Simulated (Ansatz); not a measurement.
# Quasiparticle gap of SnWO4 (Pnna), part 2 of 2

Aim: the quasiparticle gap of SnWO4 (Pnna), starting from r2SCAN.

Ansatz 0.2.0; r2SCAN, then G0W0 on it, plane waves, PAW. Known limits of the many-body steps: finite bands, screening cutoff and k mesh; no spin-orbit coupling in G0W0; screening cutoff under 40 eV in some runs.

So far. Step 2 (The r2SCAN band structure): Over mesh and path the gap is 1.505 eV, from k = (0.000, 0.000, 0.250) to k = Γ. The least direct gap found is 1.561 eV, at k = (0.000, 0.400, 0.000). On the 4×2×6 mesh alone the same run gives 1.530 eV, so that mesh misses an edge of r2SCAN: 1.530 − 1.505 = +0.025 eV. Step 3 (The quasiparticle correction): Over 11 of 12 irreducible mesh points the G0W0 gap is 2.586 eV, from k = (0.000, 0.000, 0.250) to k = Γ. The r2SCAN gap of this run on the mesh is 1.507 eV.

In doubt: masses and optical values from hybrid runs of this build are listed as unsure (in some of the runs), which bears on the screening that GW takes from such a start.

## Step 4: Spin-orbit coupling in r2SCAN

This run has two-component orbitals with spin-orbit coupling.

This step: DFT, r2SCAN with spin-orbit coupling, plane waves, PAW.

input.yaml

```yaml
crystal:
  lattice:
    - [5.627, 0.0, 0.0]
    - [0.0, 11.6486, 0.0]
    - [0.0, 0.0, 4.9973]
  atoms:
    - { symbol: Sn, position: [0.25, 0.0, 0.2196] }
    - { symbol: Sn, position: [0.25, 0.5, 0.2804] }
    - { symbol: Sn, position: [0.75, 0.0, 0.7804] }
    - { symbol: Sn, position: [0.75, 0.5, 0.7196] }
    - { symbol: W, position: [0.6677, 0.25, 0.25] }
    - { symbol: W, position: [0.8323, 0.75, 0.25] }
    - { symbol: W, position: [0.3323, 0.75, 0.75] }
    - { symbol: W, position: [0.1677, 0.25, 0.75] }
    - { symbol: O, position: [0.3765, 0.2987, 0.9988] }
    - { symbol: O, position: [0.1235, 0.7013, 0.9988] }
    - { symbol: O, position: [0.3765, 0.2013, 0.5012] }
    - { symbol: O, position: [0.1235, 0.7987, 0.5012] }
    - { symbol: O, position: [0.6235, 0.7013, 0.0012] }
    - { symbol: O, position: [0.8765, 0.2987, 0.0012] }
    - { symbol: O, position: [0.6235, 0.7987, 0.4988] }
    - { symbol: O, position: [0.8765, 0.2013, 0.4988] }
    - { symbol: O, position: [0.1019, 0.3961, 0.6037] }
    - { symbol: O, position: [0.3981, 0.6039, 0.6037] }
    - { symbol: O, position: [0.1019, 0.1039, 0.8963] }
    - { symbol: O, position: [0.3981, 0.8961, 0.8963] }
    - { symbol: O, position: [0.8981, 0.6039, 0.3963] }
    - { symbol: O, position: [0.6019, 0.3961, 0.3963] }
    - { symbol: O, position: [0.8981, 0.8961, 0.1037] }
    - { symbol: O, position: [0.6019, 0.1039, 0.1037] }
kpoints:
  mp_grid: { grid: [4, 2, 6] }
  band_path:
    path:
      - [0.0, 0.0, 0.0]
      - [0.5, 0.0, 0.0]
      - [0.5, 0.5, 0.0]
      - [0.0, 0.5, 0.0]
      - [0.0, 0.0, 0.5]
      - [0.5, 0.0, 0.5]
      - [0.5, 0.5, 0.5]
      - [0.0, 0.5, 0.5]
      - [0.0, 0.0, 0.25]
      - [0.0, 0.4, 0.0]
    npoints: 1
hamiltonian:
  xc: r2scan
scf:
  occupations: { method: fixed }
  n_extra_bands: 24
magnetization:
  noncollinear: true
  spin_orbit: true
output:
  eigenvalues: true
  forces: true
  stress: true
```

The run is started by

```bash
$ ansatz run input.yaml --threads 24 --pin off --max-ram 82944MiB --backend cuda --events-out ev --progress --plain --runs-dir out --devices 1 --max-vram 78GiB
```

Numbers of over 12 decimals in the logs are rounded to 6 here.

What it wrote:

```text
[...]
GPUs: using 1 of 1 available (devices: 1).
[...]
non-collinear run that drives no moment, with spin-orbit: no starting moment large enough to seed its density (crystal.atoms[].spin), no starting occupations that ask for one, no magnetisation constraint and no magnetic field, so the semilocal B_xc is pinned to zero
[...]
Crystal: 24 atoms, lattice volume = 327.556 Å³
Basis set: ecut = 500 eV, 8317 PW (Γ), exchange–correlation on 180×360×160 points (64 copies of the dense FFT grid, shifted against one another)
Bands: 232, of which v1, the nominal top of the filled ones, is band 208 counted from 1 (207 counted from 0)
Symmetry: 8 space group operations + 8 with time reversal
[...]
k-points: 24 of 48
Projection manifold: j_resolved (fully-relativistic pseudo-atomic orbitals)
[...]
SCF iter   1: F=—  HF=-74719.719439 eV  |F-HF|=—  |Δ(HF+E_count)|=         —  Δρ=1.04e-1  dr2=4.92e1  dr2_τ=1.02e0  dr2_m=0.00e0 (ungated)  ethr=3.10e-3  |M|=0.00e0 ∫|m|=0.00e0 μB  |m|>n=0.0e0 m-floor=0.0e0 τ_xc=0.0e0  β_m=0.30  ⟨swp⟩=5.0  Hψ=12218  notcnv=0  defer=422
[...]
spin=Noncollinear: Resta preconditioning applied to the charge; magnetization (m_x, m_y, m_z) channels mix plain (no charge-response kernel on spin).
SCF iter   2: F=—  HF=-74710.950640 eV  |F-HF|=—  |Δ(HF+E_count)|=    8.77e0  Δρ=5.16e-2  dr2=1.17e1  dr2_τ=2.71e-1  dr2_m=0.00e0 (ungated)  ethr=3.10e-3  |M|=0.00e0 ∫|m|=0.00e0 μB  |m|>n=0.0e0 m-floor=0.0e0 τ_xc=0.0e0  β_m=0.41  ⟨swp⟩=3.0  Hψ=5133  notcnv=0  defer=414
SCF iter   3: F=—  HF=-74709.687334 eV  |F-HF|=—  |Δ(HF+E_count)|=    1.26e0  Δρ=2.40e-2  dr2=1.42e0  dr2_τ=2.65e-2  dr2_m=0.00e0 (ungated)  ethr=3.10e-3  |M|=0.00e0 ∫|m|=0.00e0 μB  |m|>n=0.0e0 m-floor=0.0e0 τ_xc=0.0e0  β_m=0.59  ⟨swp⟩=3.9  Hψ=4962  notcnv=0  defer=450
[...]
SCF 1 converged in 10 iterations: F = -74709.606898 eV  dr2 = 2.01e-8
[...]
SCF converged after 10 iterations
[...]
```

Elapsed: 8.3 s, on 1 × NVIDIA GB200 (shared by 2 runs) with 24 threads of Arm Neoverse V2, shared host; peak memory 2.7 GiB.

This step gave:

- pressure: -0.6026 GPa
- gap: 1.470 eV
- valence top at: k = (0.000, 0.000, 0.250)
- conduction bottom at: k = (0.000, -0.500, 0.167)
- least direct gap: 1.493 eV

Over mesh and listed points the gap is 1.470 eV, from k = (0.000, 0.000, 0.250) to k = (0.000, -0.500, 0.167). The least direct gap found is 1.493 eV, at k = (0.000, -0.500, 0.167). On the 4×2×6 mesh alone the same run gives 1.493 eV, so that mesh misses an edge of r2SCAN+SOC: 1.493 − 1.470 = +0.023 eV. r2SCAN+SOC against r2SCAN: 1.470 − 1.505 = −0.035 eV. Mesh, set of files and cutoff are the same, but the conduction bottom lies at another k point, so this need not be the shift of one pair of states. The spin-orbit run sees mesh and listed points alone, so its gap is an upper bound: the coupling can move an edge off these points, and the change over the zone, its sign included where it is small, is not known.

## Step 5: The runs together

Each gap is the least one over the points named; times are wall times on shared hosts, not benchmarks. A G0W0 time includes the run's own self-consistent start. Runs with listed points see these and the mesh alone, so an edge that moves elsewhere is missed. Rows marked * are further runs, not shown as steps, whose inputs differ from the G0W0 step on the same start in the columns given; solver thresholds can differ too.

| level | mesh | files, cutoff | bands summed, screening | points | gap (eV) | valence top | conduction bottom | least direct gap (eV) | time |
| --- | --- | --- | --- | --- | --- | --- | --- | --- | --- |
| r2SCAN | 4×2×6 | soft_2 PAW, 500 eV | - | mesh and path | 1.505 | (0.000, 0.000, 0.250) | Γ | 1.561 | 6.3 s |
| r2SCAN+SOC | 4×2×6 | soft_2 PAW, 500 eV | - | mesh and listed points | 1.470 | (0.000, 0.000, 0.250) | (0.000, -0.500, 0.167) | 1.493 | 8.3 s |
| G0W0@r2SCAN* | 2×2×4 | soft_2 PAW, 500 eV | 264, 36 eV | 11 of 12 irreducible mesh points | 2.564 | (0.000, 0.000, 0.250) | Γ | 2.618 | 17 s |
| G0W0@r2SCAN* | 2×2×4 | soft_2 PAW, 500 eV | 558, 72 eV | 11 of 12 irreducible mesh points | 2.588 | (0.000, 0.000, 0.250) | Γ | 2.650 | 22 s |
| G0W0@r2SCAN | 2×2×4 | soft_2 PAW, 500 eV | 1081, 120 eV | 11 of 12 irreducible mesh points | 2.586 | (0.000, 0.000, 0.250) | Γ | 2.645 | 62 s |
| G0W0@r2SCAN* | 2×2×2 | soft_2 PAW, 500 eV | 558, 72 eV | all 8 irreducible mesh points | 2.634 | (0.000, -0.500, 0.000) | Γ | 2.657 | 8.6 s |
| G0W0@r2SCAN* | 2×2×4 | soft_2 PAW, 500 eV | 558, 72 eV, plasmon pole | 11 of 12 irreducible mesh points | 2.655 | (0.000, 0.000, 0.250) | Γ | 2.722 | 21 s |

## Step 6: Outcome

| Quantity | Value |
| --- | --- |
| r2SCAN gap over mesh and path | 1.505 eV, from k = (0.000, 0.000, 0.250) to k = Γ |
| G0W0@r2SCAN gap over 11 of 12 irreducible mesh points | 2.586 eV, from k = (0.000, 0.000, 0.250) to k = Γ |
| r2SCAN+SOC gap over mesh and listed points | 1.470 eV |
| GW settings | 2×2×4 mesh, 977 empty bands, screening to 120 eV |
| known limits | finite bands, screening cutoff and k mesh; no spin-orbit coupling in G0W0; screening cutoff under 40 eV in some runs |

What this shows: Over 11 of 12 irreducible mesh points the G0W0 gap is 2.586 eV, from k = (0.000, 0.000, 0.250) to k = Γ. The r2SCAN gap of this run on the mesh is 1.507 eV. The two states that bound the G0W0 gap lie that far apart at the start, so the correction of the gap is 2.586 − 1.507 = +1.079 eV. The valence state moves by 8.658 − 8.937 = −0.279 eV and the conduction state by 11.244 − 10.444 = +0.800 eV, on the run's own scale; with 264 bands the edge states move by +0.300 and +1.357 eV, so the split between the edges depends on the bands and cutoff. Both edges that r2SCAN shows over mesh and path lie at k points where levels were corrected. Levels at other points were not corrected, so a lower G0W0 gap elsewhere in the zone is not ruled out. From 264 bands and 36 eV to 1081 bands and 120 eV the gap moves by 2.586 − 2.564 = +0.022 eV (rung by rung 2.564, 2.588, 2.586 eV); bands and screening cutoff rise together, so their parts are not told apart. The gap turns back along the series (2.564, 2.588, 2.586 eV), so no line is drawn and the limit is not known. With the 2×2×2 mesh in place of the 2×2×4 mesh and all else as in the G0W0@r2SCAN row with 558 bands, the gap differs by 2.634 − 2.588 = +0.046 eV, and that of the start by 1.548 − 1.507 = +0.041 eV; an edge lies at another k point, so this need not be the shift of one pair of states. With the plasmon pole model in place of the contour deformation model and all else as in the G0W0@r2SCAN row with 558 bands, the gap differs by 2.655 − 2.588 = +0.067 eV. G0W0 on other starts in this series, not shown as steps and not all at these settings: 2.774 eV on HSE06 (2×2×4, soft_2 PAW, 558 bands, 72 eV) and 2.479 eV on LDA (2×2×4, soft_2 PAW, 558 bands, 72 eV). r2SCAN+SOC against r2SCAN: 1.470 − 1.505 = −0.035 eV. Mesh, set of files and cutoff are the same, but the conduction bottom lies at another k point, so this need not be the shift of one pair of states. The spin-orbit run sees mesh and listed points alone, so its gap is an upper bound: the coupling can move an edge off these points, and the change over the zone, its sign included where it is small, is not known. What spin-orbit coupling does to the G0W0 levels was not computed, so no sum with the G0W0 gap is formed. The G0W0 runs are scalar-relativistic. G0W0@r2SCAN runs of this series with other atomic data on the same mesh, not shown as steps, give 2.620 eV (hard PAW, 1050 eV, 602 bands, screening to 72 eV; the table's row with the same empty bands and screening cutoff has 2.588 eV); where bands and cutoffs differ too, the part of the files is not isolated. A screening cutoff under 40 eV is crude: G0W0@r2SCAN with 264 bands at 36 eV.

[Paths, hosts, dates, memory and timing lines, banners, echoed tables and standing remarks are left out of the program output.]

[Logs are printed without paths, hosts, clocks, repeated set-up lines and the standing remarks that a program may print on its own settings, such as how far it seeks lower states.]

[Runs of the session that timed out or met a known fault of the program may be left out.]

[Cells called generated may have been cut or substituted from an entry of the Crystallography Open Database or the Materials Project.]

[Hosts, paths, dates, database ids (printed as entryN), source tags and the programs' standing remarks are cut or masked in the printed files.]

[Where an RPA ε∞ is given, it is that of the G0W0 mesh and is not shown converged in it. Names of k-points follow the symmetry that the program found, which can be lower than the space group named. Band edges on a path are those of the sampled points; other points can move an edge, and change direct to indirect where valleys lie close.]

[Hybrid gaps are those of their k-mesh and are not shown converged in it.]
